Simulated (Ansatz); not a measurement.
# Rb on Fe(110): change of the work function, part 2 of 5

How does one ordered layer of Rb (longbridge site) change the work function of Fe(110), and what dipole does each adsorbate carry?

Ansatz 0.2.0; plane-wave DFT, PBE, Ansatz PAW.

So far, work function, upper face (eV): step 2 (the clean slab) 4.73.

## (3) Adsorbate added

System of this step: Rb/Fe(110). The cell holds 17 atoms: 16 Fe and 1 Rb. Its edges and angles: a = 4.971 Å, b = 4.971 Å, c = 27.408 Å, α = 90.0°, β = 90.0°, γ = 70.5°. Vacuum lies along c.

The clean slab as it ended is repeated in the plane and the adsorbate is set on one face; the cell's size fixes the coverage, and the k-mesh shrinks with it to keep the sampling density about even. Adsorbate and upper layers relax, since the dipole depends on the height.

input.yaml reads:

```yaml
crystal:
  lattice:
    - [4.058792924, -2.87, 0.0]
    - [4.058792924, 2.87, 0.0]
    - [0.0, 0.0, 27.4081724393]
  atoms:
    - { symbol: Fe, position: [0.0, 0.0, 0.3283692125], spin: 2.66 }
    - { symbol: Fe, position: [0.25, 0.25, 0.4024126923], spin: 2.4 }
    - { symbol: Fe, position: [0.0, 0.0, 0.475596685], spin: 2.36 }
    - { symbol: Fe, position: [0.25, 0.25, 0.5473593819], spin: 2.61 }
    - { symbol: Fe, position: [0.0, 0.5, 0.3283692125], spin: 2.66 }
    - { symbol: Fe, position: [0.25, 0.75, 0.4024126923], spin: 2.4 }
    - { symbol: Fe, position: [0.0, 0.5, 0.475596685], spin: 2.36 }
    - { symbol: Fe, position: [0.25, 0.75, 0.5473593819], spin: 2.61 }
    - { symbol: Fe, position: [0.5, 0.0, 0.3283692125], spin: 2.66 }
    - { symbol: Fe, position: [0.75, 0.25, 0.4024126923], spin: 2.4 }
    - { symbol: Fe, position: [0.5, 0.0, 0.475596685], spin: 2.36 }
    - { symbol: Fe, position: [0.75, 0.25, 0.5473593819], spin: 2.61 }
    - { symbol: Fe, position: [0.5, 0.5, 0.3283692125], spin: 2.66 }
    - { symbol: Fe, position: [0.75, 0.75, 0.4024126923], spin: 2.4 }
    - { symbol: Fe, position: [0.5, 0.5, 0.475596685], spin: 2.36 }
    - { symbol: Fe, position: [0.75, 0.75, 0.5473593819], spin: 2.61 }
    - { symbol: Rb, position: [0.0, 0.0, 0.6716307875] }
magnetization:
  spin_polarized: true
kpoints:
  mp_grid: { grid: [7, 7, 1] }
hamiltonian:
  xc: pbe
scf:
  occupations: { method: fermi_dirac, width: 0.1 }
  convergence: { dr2_threshold: 1.0e-08 }
efield:
  axis: 3
  dipole_correction: true
  ramp_position: 0.97
  ramp_width: 0.06
relax:
  f_tol: 0.02
  max_steps: 60
  constraints: [{ sites: [0, 1, 4, 5, 8, 9, 12, 13] }]
output:
  bader: true
  dos: { projected: true, e_range: [-8, 4] }
  write_potential: true
  write_density: true
  volumetric_format: npy
  elf: true
```

On the command line:

```
ansatz run input.yaml --threads 4 --pin off --max-ram 12288MiB --backend cpu --events-out ev --progress --plain --runs-dir out
```

Numbers of over 12 decimals in the logs are rounded to 6 here.

The log of the run:

```text
[...]
Crystal: 17 atoms, lattice volume = 638.541 Å³
Basis set: ecut = 420 eV, 12539 PW (Γ), exchange–correlation on 72×72×384 points (8 copies of the dense FFT grid, shifted against one another)
Bands: 184, of which v1, the nominal top of the filled ones, is band 133 counted from 1 (132 counted from 0)
Symmetry: 4 space group operations
k-points: 16 of 49
[...]
Starting moments: Σ|m| = 40.12 μB on 16 of 17 sites
[...]
SCF iter   1: F=—  HF=-74947.936249 eV  |F-HF|=—  |Δ(HF+E_count)|=         —  Δρ=3.77e-2 (↑1.34e-2 ↓3.77e-2)  dr2=4.74e1  dr2_m=1.75e0  M=38.621 μB ∫|m|=39.038 μB  β_m=1.00  ethr=3.10e-3  p=0.000 e·Å  D=8.64e-6 V/Å  ΔV_dip=-0.00 eV  dr2_dipole=2.09e0  V_vac-E_F(+/−)=7.46/7.46 eV  ⟨swp⟩=9.9  Hψ=30332  notcnv=0  defer=325
[...]
SCF iter  20: F=-74949.032014 eV  HF=-74949.032014 eV  |F-HF|=2.68e-9  |Δ(HF+E_count)|=   8.47e-9  Δρ=8.19e-7 (↑8.19e-7 ↓3.90e-7)  dr2=8.62e-9  dr2_m=8.15e-10  M=39.973 μB ∫|m|=41.808 μB  ethr=3.77e-12  p=0.334 e·Å  D=9.46e-2 V/Å  ΔV_dip=-2.59 eV  dr2_dipole=2.75e-9  V_vac-E_F(+/−)=2.15/4.74 eV  ⟨swp⟩=17.9  Hψ=49633  notcnv=0
SCF 1 converged in 20 iterations: F = -74949.032014 eV  dr2 = 8.62e-9
[...]
relax step   1: F+E_penalty+E_count = -74949.03201424 eV  Δ(F+E_penalty+E_count) = +0.000e0 eV  max|allowed force component| = 3.850e-1 eV/Å  Δτ_max = 0.0000 Å  (20 SCF iters, accepted)
[...]
SCF iter  12: F=-74949.057316 eV  HF=-74949.057316 eV  |F-HF|=3.09e-9  |Δ(HF+E_count)|=   1.48e-9  Δρ=4.85e-7 (↑4.85e-7 ↓3.04e-7)  dr2=3.55e-9  dr2_m=1.03e-10  M=39.991 μB ∫|m|=41.836 μB  ethr=1.00e-12  p=0.338 e·Å  D=9.59e-2 V/Å  ΔV_dip=-2.63 eV  dr2_dipole=4.75e-10  V_vac-E_F(+/−)=2.11/4.74 eV  ⟨swp⟩=12.3  Hψ=40784  notcnv=0
SCF 2 converged in 12 iterations: F = -74949.057316 eV  dr2 = 3.55e-9
[...]
relax step   2: F+E_penalty+E_count = -74949.05731626 eV  Δ(F+E_penalty+E_count) = -2.530e-2 eV  max|allowed force component| = 3.401e-1 eV/Å  Δτ_max = 0.0577 Å  (12 SCF iters, accepted)
SCF iter   1: F=—  HF=-74949.112499 eV  |F-HF|=—  |Δ(HF+E_count)|=         —  Δρ=1.86e-3 (↑1.08e-3 ↓1.86e-3)  dr2=1.18e-1  dr2_m=8.85e-3  M=39.956 μB ∫|m|=41.837 μB  β_m=1.00  ethr=3.28e-4  p=0.338 e·Å  D=9.59e-2 V/Å  ΔV_dip=-2.63 eV  dr2_dipole=3.78e-3  V_vac-E_F(+/−)=2.12/4.75 eV  ⟨swp⟩=6.1  Hψ=15556  notcnv=0  defer=515
[...]
SCF iter  15: F=-74949.109547 eV  HF=-74949.109547 eV  |F-HF|=7.04e-9  |Δ(HF+E_count)|=  5.82e-11  Δρ=2.85e-7 (↑1.82e-7 ↓2.85e-7)  dr2=5.92e-9  dr2_m=3.70e-11  M=40.012 μB ∫|m|=41.890 μB  ethr=1.01e-12  p=0.358 e·Å  D=1.01e-1 V/Å  ΔV_dip=-2.78 eV  dr2_dipole=1.76e-9  V_vac-E_F(+/−)=1.96/4.74 eV  ⟨swp⟩=12.2  Hψ=37404  notcnv=0
SCF 3 converged in 15 iterations: F = -74949.109547 eV  dr2 = 5.92e-9
relax step   3: F+E_penalty+E_count = -74949.10954691 eV  Δ(F+E_penalty+E_count) = -5.223e-2 eV  max|allowed force component| = 1.069e-1 eV/Å  Δτ_max = 0.1964 Å  (15 SCF iters, accepted)
[...]
relax step   4: F+E_penalty+E_count = -74949.11338907 eV  Δ(F+E_penalty+E_count) = -3.842e-3 eV  max|allowed force component| = 4.858e-2 eV/Å  Δτ_max = 0.1080 Å  (15 SCF iters, accepted)
SCF iter   1: F=—  HF=-74949.113404 eV  |F-HF|=—  |Δ(HF+E_count)|=         —  Δρ=1.57e-4 (↑1.19e-4 ↓1.57e-4)  dr2=1.29e-3  dr2_m=5.96e-5  M=39.892 μB ∫|m|=41.771 μB  β_m=1.00  ethr=2.17e-6  p=0.368 e·Å  D=1.04e-1 V/Å  ΔV_dip=-2.86 eV  dr2_dipole=8.94e-5  V_vac-E_F(+/−)=1.88/4.74 eV  ⟨swp⟩=3.1  Hψ=11760  notcnv=0  defer=508
[...]
SCF iter  12: F=-74949.114074 eV  HF=-74949.114074 eV  |F-HF|=9.60e-9  |Δ(HF+E_count)|=  1.60e-10  Δρ=5.25e-7 (↑2.82e-7 ↓5.25e-7)  dr2=8.94e-9  dr2_m=1.05e-10  M=39.889 μB ∫|m|=41.768 μB  ethr=1.17e-12  p=0.365 e·Å  D=1.04e-1 V/Å  ΔV_dip=-2.84 eV  dr2_dipole=9.31e-10  V_vac-E_F(+/−)=1.90/4.74 eV  ⟨swp⟩=12.0  Hψ=37255  notcnv=0
SCF 5 converged in 12 iterations: F = -74949.114074 eV  dr2 = 8.94e-9
relax step   5: F+E_penalty+E_count = -74949.11407439 eV  Δ(F+E_penalty+E_count) = -6.853e-4 eV  max|allowed force component| = 4.211e-3 eV/Å  Δτ_max = 0.0234 Å  (12 SCF iters, accepted)
NSCF: frozen V_eff on 16 k-points
[...]
SCF converged after 12 iterations
Magnetization: 39.8892 μB (152.4446 up, 112.5554 down)
Absolute magnetization: 41.7692 μB (∫|ρ↑−ρ↓|, with the PAW one-centre terms)
[...]
Per-site moments (μB) at R_I (Å): [(2.655883, 1.025266), (2.410855, 1.020694), (2.351584, 1.004368), (2.610746, 1.013423), (2.657554, 1.025266), (2.399903, 1.016891), (2.393977, 1.013423), (2.559686, 1.002543), (2.657554, 1.025266), (2.399903, 1.016891), (2.393977, 1.013423), (2.559686, 1.002543), (2.656763, 1.025266), (2.410855, 1.020694), (2.353571, 1.002543), (2.610746, 1.013423), (-0.010559, 1.398817)]
Free energy (F): -74949.114074 eV
[...]
Internal energy: -74948.497501 eV  (E = F + TS)
E sigma→0 (E₀):  -74948.805788 eV
Entropy (-TS):   -0.616573 eV (-36.269 meV/atom)
Fermi energy:    3.655158 eV
Dipole field:    D = 0.103532 V/Å  (p = 0.365345 e·Å, saw-weighted, corrected)
Work function:   Φ+ = 1.9004 eV   Φ− = 4.7381 eV
[...]
--- Forces (eV/Å), atoms counted from 1 ---
  atom   1  Fe     0.00000000     0.00000000     0.27986850
  atom   2  Fe    -0.00080190     0.00000000    -0.26497328
  atom   3  Fe     0.00000000     0.00000000     0.00117474
  atom   4  Fe    -0.00014409     0.00000000     0.00117943
  atom   5  Fe    -0.00000000     0.00000000     0.27656971
  atom   6  Fe     0.00000000     0.00369140    -0.29122290
  atom   7  Fe     0.00000000     0.00000000    -0.00117522
  atom   8  Fe     0.00000000    -0.00168190    -0.00262111
  atom   9  Fe     0.00000000     0.00000000     0.27656971
  atom  10  Fe     0.00000000    -0.00369140    -0.29122290
  atom  11  Fe     0.00000000     0.00000000    -0.00117522
  atom  12  Fe     0.00000000     0.00168190    -0.00262111
  atom  13  Fe     0.00000000     0.00000000     0.27805610
  atom  14  Fe     0.00080190     0.00000000    -0.26497328
  atom  15  Fe     0.00000000     0.00000000     0.00110984
  atom  16  Fe     0.00014409     0.00000000     0.00117943
  atom  17  Rb     0.00000000     0.00000000     0.00421112
  max |Σ_I F_I| component: 6.65e-5 eV/Å
--- Band table (eV; the first three rows and the last of 32) ---
  k-point 0 ↑: bands = [... 129 lower, 2.5682, 2.5745, 2.5748, 2.5779, 2.5979, 2.6507, 2.6823, 2.8800, ... 47 higher]
  k-point 1 ↑: bands = [... 129 lower, 2.5608, 2.5654, 2.5786, 2.5822, 2.5952, 2.6301, 2.6884, 2.7038, ... 47 higher]
  k-point 2 ↑: bands = [... 129 lower, 2.5117, 2.5337, 2.5407, 2.5530, 2.5999, 2.6153, 2.6251, 2.6453, ... 47 higher]
  k-point 15 ↓: bands = [... 129 lower, 4.7276, 4.7630, 4.8777, 4.8782, 4.9071, 4.9198, 5.0068, 5.0916, ... 47 higher]
--- Relaxed structure (5 steps of the walk, 5 accepted, 0 SCFs on fresh bases) ---
  F+E_penalty+E_count = -74949.11407439 eV   max|allowed force component| = 4.211e-3 eV/Å
  atoms:
    - { symbol: Fe, position: [0.0, 0.0, 0.328369] }
    - { symbol: Fe, position: [0.25, 0.25, 0.402413] }
    - { symbol: Fe, position: [0.0, 0.0, 0.475663] }
    - { symbol: Fe, position: [0.250025, 0.250025, 0.548717] }
    - { symbol: Fe, position: [0.0, 0.5, 0.328369] }
    - { symbol: Fe, position: [0.250000, 0.75, 0.402413] }
    - { symbol: Fe, position: [0.0, 0.5, 0.475960] }
    - { symbol: Fe, position: [0.251031, 0.748969, 0.547272] }
    - { symbol: Fe, position: [0.5, 0.0, 0.328369] }
    - { symbol: Fe, position: [0.75, 0.250000, 0.402413] }
    - { symbol: Fe, position: [0.5, 0.0, 0.475960] }
    - { symbol: Fe, position: [0.748969, 0.251031, 0.547272] }
    - { symbol: Fe, position: [0.5, 0.5, 0.328369] }
    - { symbol: Fe, position: [0.75, 0.75, 0.402413] }
    - { symbol: Fe, position: [0.5, 0.5, 0.475547] }
    - { symbol: Fe, position: [0.749975, 0.749975, 0.548717] }
    - { symbol: Rb, position: [0.0, 0.0, 0.659272] }
--- Bader charges: 17 sites ---
  site symbol  charge [e]  shift [e]    m [muB]
     0     Fe     -0.0179     0.0001     2.6963
     1     Fe      0.0186     0.0001     2.3604
     2     Fe      0.0097     0.0000     2.3067
     3     Fe     -0.1436     0.0001     2.6149
     4     Fe     -0.0175     0.0001     2.6986
     5     Fe      0.0165     0.0001     2.3503
     6     Fe      0.0196     0.0000     2.3478
     7     Fe     -0.1460     0.0000     2.5680
     8     Fe     -0.0175     0.0001     2.6986
     9     Fe      0.0165     0.0001     2.3503
    10     Fe      0.0196     0.0000     2.3478
    11     Fe     -0.1460     0.0000     2.5680
    12     Fe     -0.0179     0.0001     2.6976
    13     Fe      0.0186     0.0001     2.3604
    14     Fe      0.0081     0.0000     2.3092
    15     Fe     -0.1436     0.0001     2.6149
    16     Rb      0.5228     0.0000    -0.0006
  estimated error of the sums over rays = 5.6e-4 e
```

The job ended after 20 min (4 threads of Arm Neoverse V1, shared host; peak memory 4.7 GiB; 78 min of CPU time).

Relaxation path:

```tsv
step	energy less that of the first step (eV)	largest force component (eV/Å)
1	0.0000	0.3850
2	-0.0253	0.3401
3	-0.0775	0.1069
4	-0.0814	0.0486
5	-0.0821	0.0042
```

Forces are held to the 4 operations that the run works with; a distortion that breaks them can't arise in this run.

The atoms that moved most (Å):

```tsv
atom	dx	dy	dz	length
Rb17	0.000	0.000	-0.339	0.339
Fe4	0.000	0.000	0.037	0.037
Fe16	0.000	0.000	0.037	0.037
Fe11	0.000	0.000	0.010	0.010
Fe7	0.000	0.000	0.010	0.010
Fe8	0.000	-0.006	-0.002	0.006
Fe12	0.000	0.006	-0.002	0.006
```

This step gave:

| Quantity | Value |
| --- | --- |
| energy at zero smearing | -74948.8058 eV |
| total moment | 39.89 μB |
| work function, upper face | 1.900 eV |
| work function, lower face | 4.738 eV |
| dipole along the normal | 0.3653 e·Å |
| step between the vacuum levels | -2.838 eV |

Running mean over 2.029 Å of the planar mean; the ramp of the sawtooth is left out. Table of electron's electrostatic potential energy less the Fermi level by z:

```tsv
z (Å)	electron's electrostatic potential energy less the Fermi level (eV)
3.5	4.74
4.0	4.74
4.5	4.74
5.0	4.73
5.5	4.72
6.0	4.67
6.5	4.49
7.0	3.90
7.5	1.67
8.0	-3.19
8.5	-7.78
9.0	-9.41
9.5	-9.51
10.0	-9.47
10.5	-9.47
11.0	-9.47
11.5	-9.56
12.0	-9.63
12.5	-9.58
13.0	-9.53
13.5	-9.78
14.0	-9.99
14.5	-9.83
15.0	-9.44
15.5	-7.94
16.0	-3.81
16.5	0.00537
17.0	-0.194
17.5	-2.40
18.0	-3.55
18.5	-3.55
19.0	-2.01
19.5	0.112
20.0	1.11
20.5	1.48
21.0	1.67
21.5	1.78
22.0	1.84
22.5	1.87
23.0	1.88
23.5	1.89
24.0	1.90
```

The density of states has structure finer than the step of the table below, so its rows give means over 0.25 eV, whole bins alone (the curve runs from -8 to 1.98 eV). Peaks (eV: height): total -3.280: 41.9, -3.220: 39.6, -1.410: 60.6, -1.170: 73.4, -1.080: 67.8, 1.680: 39.1, 1.950: 41.0; up -3.280: 36.0, -3.220: 34.0, -1.410: 33.7, -1.170: 44.9, -1.080: 41.2, -0.990: 41.2, -0.930: 39.6; down -1.410: 26.9, -1.170: 28.6, -0.750: 26.8, 1.410: 27.9, 1.680: 35.2, 1.800: 30.8, 1.950: 38.1.

Table of density of states by energy, zero at the Fermi level; means over each step; values in states/eV a cell:

```tsv
energy (eV)	total	up	down
-7.75	0.629	0.456	0.173
-7.50	0.928	0.481	0.447
-7.25	0.948	0.472	0.475
-7.00	0.961	0.499	0.463
-6.75	1.18	0.688	0.487
-6.50	1.76	1.11	0.645
-6.25	2.04	0.998	1.04
-6.00	2.29	1.35	0.945
-5.75	2.59	1.50	1.09
-5.50	2.58	1.06	1.52
-5.25	2.74	1.81	0.926
-5.00	3.83	3.08	0.754
-4.75	5.69	4.13	1.56
-4.50	12.4	10.1	2.26
-4.25	11.6	9.68	1.88
-4.00	17.5	15.8	1.64
-3.75	15.8	11.9	3.88
-3.50	9.90	7.01	2.89
-3.25	27.3	22.5	4.78
-3.00	28.5	23.1	5.48
-2.75	23.5	17.9	5.61
-2.50	31.2	22.3	8.84
-2.25	24.9	15.9	8.94
-2.00	18.2	11.1	7.03
-1.75	21.3	15.2	6.08
-1.50	38.0	23.6	14.4
-1.25	54.0	34.2	19.9
-1.00	54.7	35.0	19.7
-0.75	36.7	16.4	20.3
-0.50	27.9	11.5	16.4
-0.25	30.0	15.2	14.7
0.00	17.2	7.08	10.1
0.25	11.0	3.38	7.64
0.50	12.6	3.30	9.27
0.75	14.8	3.25	11.6
1.00	17.2	3.41	13.8
1.25	22.0	3.87	18.1
1.50	28.4	3.32	25.1
1.75	30.3	4.02	26.3
```

Projected DOS per atom over height of the atomic layer and energy from the Fermi level. Layers: Fe4 Fe4 Fe4 Fe4 Rb from below.

Ten even steps from '0' (0.00 states/eV) to '9' (3.28 states/eV), each cell a mean:
```
55550
43441
32231
21121
33331
55550
89991
77770
42240
54450
54450
45540
22220
23320
12210
00000
00000
00000
00000
00000
00000
00000
```
Columns: height of the atomic layer (Å) from 9 to 18.1 (not evenly spaced); rows upwards: energy from the Fermi level (eV) from -7.96 to 1.95.

Projected DOS per atom, spin up over height of the atomic layer and energy from the Fermi level. Layers: Fe4 Fe4 Fe4 Fe4 Rb from below.

Ten even steps from '_' (0.00 states/eV) to '@' (2.19 states/eV), each cell a mean:
```
__________
________..
________..
________..
..----::..
::====::__
##@@@@##__
@@****%%__
++::::==__
**----**__
**====**__
++++**++__
--::::::__
::====--__
..::::..__
__________
__________
__________
__________
__________
__________
__________
```
Columns: height of the atomic layer (Å) from 9 to 18.1 (not evenly spaced); rows upwards: energy from the Fermi level (eV) from -7.96 to 1.95.

Projected DOS per atom, spin down over height of the atomic layer and energy from the Fermi level. Layers: Fe4 Fe4 Fe4 Fe4 Rb from below.

Values in states/eV, 22 rows by 5 columns, each cell a mean:
```
1.73 1.64 1.54 1.63 0.19
1.22 1.16 1.20 1.22 0.21
0.90 0.54 0.54 0.92 0.31
0.58 0.28 0.27 0.60 0.29
0.90 0.39 0.40 0.74 0.10
1.30 0.82 0.74 1.10 0.13
1.20 1.09 1.04 1.37 0.49
0.65 1.05 1.15 0.79 0.06
0.35 0.41 0.40 0.37 0.00
0.41 0.61 0.63 0.42 0.01
0.28 0.44 0.47 0.33 0.01
0.19 0.34 0.36 0.21 0.01
0.17 0.23 0.24 0.18 0.02
0.10 0.10 0.11 0.11 0.01
0.11 0.13 0.14 0.12 0.01
0.04 0.06 0.06 0.05 0.00
0.06 0.10 0.09 0.07 0.00
0.05 0.07 0.06 0.05 0.00
0.03 0.07 0.07 0.04 0.00
0.01 0.04 0.05 0.01 0.00
0.01 0.04 0.05 0.01 0.00
0.00 0.02 0.02 0.01 0.00
```
Columns: height of the atomic layer (Å) from 9 to 18.1 (not evenly spaced); rows upwards: energy from the Fermi level (eV) from -7.96 to 1.95.

Site moment by atom:

```tsv
atom	site moment (μB)
Fe1	2.66
Fe2	2.41
Fe3	2.35
Fe4	2.61
Fe5	2.66
Fe6	2.40
Fe7	2.39
Fe8	2.56
Fe9	2.66
Fe10	2.40
Fe11	2.39
Fe12	2.56
Fe13	2.66
Fe14	2.41
Fe15	2.35
Fe16	2.61
Rb17	-0.01
```

Spin density in the ca plane at fractional y = 0.000, with atoms of Fe and Rb within 0.2 Å of it.

Ten even steps from '0' (0.0 e/Å³) to '9' (5.5 e/Å³), each cell a mean:
```
36300000000253000000000000000000000000000000
00000000000000000000000000000000000000000000
00000000000000000000000000000000000000000000
00000000000000000000000000000000000000000000
01000000000000000000000000000000000000000000
36300000000254000000000000000000000000000000
49510000000285100000000000000000000000000000
12100000000121000000000000000000000000000000
00000000000000000000000000000000000000000000
00000000000000000000000000000000000000000000
00000000000000000000000000000000000000000000
12100000000121000000000000000000000000000000
49510000000385100000000000000000000000000000
```
Columns run along c (16.0 Å, from fractional 0.31 to 0.90 of the cell), rows up along a (5.0 Å). Atoms in or near the plane, at fractional coordinates: Fe at (0.33, 0.00), Fe at (0.48, 0.00), Fe at (0.33, 0.50), Fe at (0.48, 0.50), Rb at (0.66, 0.00).

Valence density in the ca plane at fractional y = 0.000, with atoms of Fe and Rb within 0.2 Å of it. It is the smooth field of the valence electrons, not physical close to the nuclei.

Ten steps, logarithmic in the rise over the least value, from '0' (0 e/Å³) to '9' (29 e/Å³), each cell a mean:
```
79741111112688511111000134443200000000000000
45421111111354211111000023432100000000000000
12111111111121111111000001211000000000000000
12111111111121111111000000000000000000000000
45421111111354211111000000000000000000000000
79741111112698511111000000000000000000000000
89841111113799521111000000000000000000000000
67631111112576411111000000000000000000000000
23211111111232111111000000000000000000000000
11111111111111111111000000110000000000000000
23211111111232111111000012332000000000000000
67631111112576311111000124443100000000000000
89841111113799521111000134344200000000000000
```
Columns run along c (16.0 Å, from fractional 0.31 to 0.90 of the cell), rows up along a (5.0 Å). Atoms in or near the plane, at fractional coordinates: Fe at (0.33, 0.00), Fe at (0.48, 0.00), Fe at (0.33, 0.50), Fe at (0.48, 0.50), Rb at (0.66, 0.00).

ELF in the ca plane at fractional y = 0.000, with atoms of Fe and Rb within 0.2 Å of it. It is the smooth field of the valence electrons, not physical close to the nuclei.

Ten even steps from '0' (0.01) to '9' (0.86), each cell a mean:
```
68632433322587323334431598469951001111000000
34323322332243223333431289999730001111000000
22234332343222343333431037987410001111000000
22234332343222243333342002332100011211000000
34323322332243223323443200000000112211000000
68632433332587324333444310000001222211000000
79732433322698424434454321000011222211000000
56522333332465223333444210000000122211000000
22223322332222233323443100110000012211000000
22234333344322343333432014664200001111000000
22223322332222233333431169999620001111000000
56522333332465223333431499789841001111000000
79732433322698423434431596049951001111000000
```
Columns run along c (16.0 Å, from fractional 0.31 to 0.90 of the cell), rows up along a (5.0 Å). Atoms in or near the plane, at fractional coordinates: Fe at (0.33, 0.00), Fe at (0.48, 0.00), Fe at (0.33, 0.50), Fe at (0.48, 0.50), Rb at (0.66, 0.00).

The relaxation took 5 steps and lowered the energy by 0.082 eV; the largest force on the free atoms ends at 0.0042 eV/Å.

By hand: a sheet of dipoles makes a step −p/(ε₀A) in the electron's potential. With e/ε₀ = 180.95 V·Å, p = 0.3653 e·Å and A = 23.30 Å², that is −180.95 × (0.3653) / 23.30 = -2.838 eV, and the two vacuum levels of the run differ by -2.838 eV.

The covered face has 1.90 eV, -2.83 eV against the clean one; the bare back face has moved by -0.01 eV, a measure of how thin the slab is.

## (4) Work function against coverage

This step: plane-wave DFT, PBE, Ansatz PAW; work function against coverage (Ansatz 0.2.0).

The runs are now put side by side.

This step gave:

| Quantity | Value |
| --- | --- |
| work function of the clean face | 4.728 eV |
| largest change of the work function | -2.828 eV |

The work function of the covered face by coverage:

```tsv
coverage (adsorbates/nm²)	work function of the covered face (eV)
0.00	4.73
4.29	1.90
```

The dipole per adsorbate comes from the change of the cell's dipole. Coverage, by row:

```tsv
coverage (1/nm²)	coverage (ML)	work function (eV)	change (eV)	dipole per adsorbate, positive end outwards (debye)	mean height of the added atoms over the highest substrate atom (Å)
4.292	0.25	1.9	-2.828	1.742	3.03
```

(Continued in part 3 of 5.)

[Logs are printed without paths, hosts, clocks, repeated set-up lines and the standing remarks that a program may print on its own settings, such as how far it seeks lower states.]

[Hosts, paths, dates, database ids (printed as entryN), source tags and the programs' standing remarks are cut or masked in the printed files.]

[Maps of the electrostatic potential energy from Ansatz leave out the sawtooth potential of an applied field or a dipole correction, so their vacuum need not be flat; planar profiles and work functions include it.]
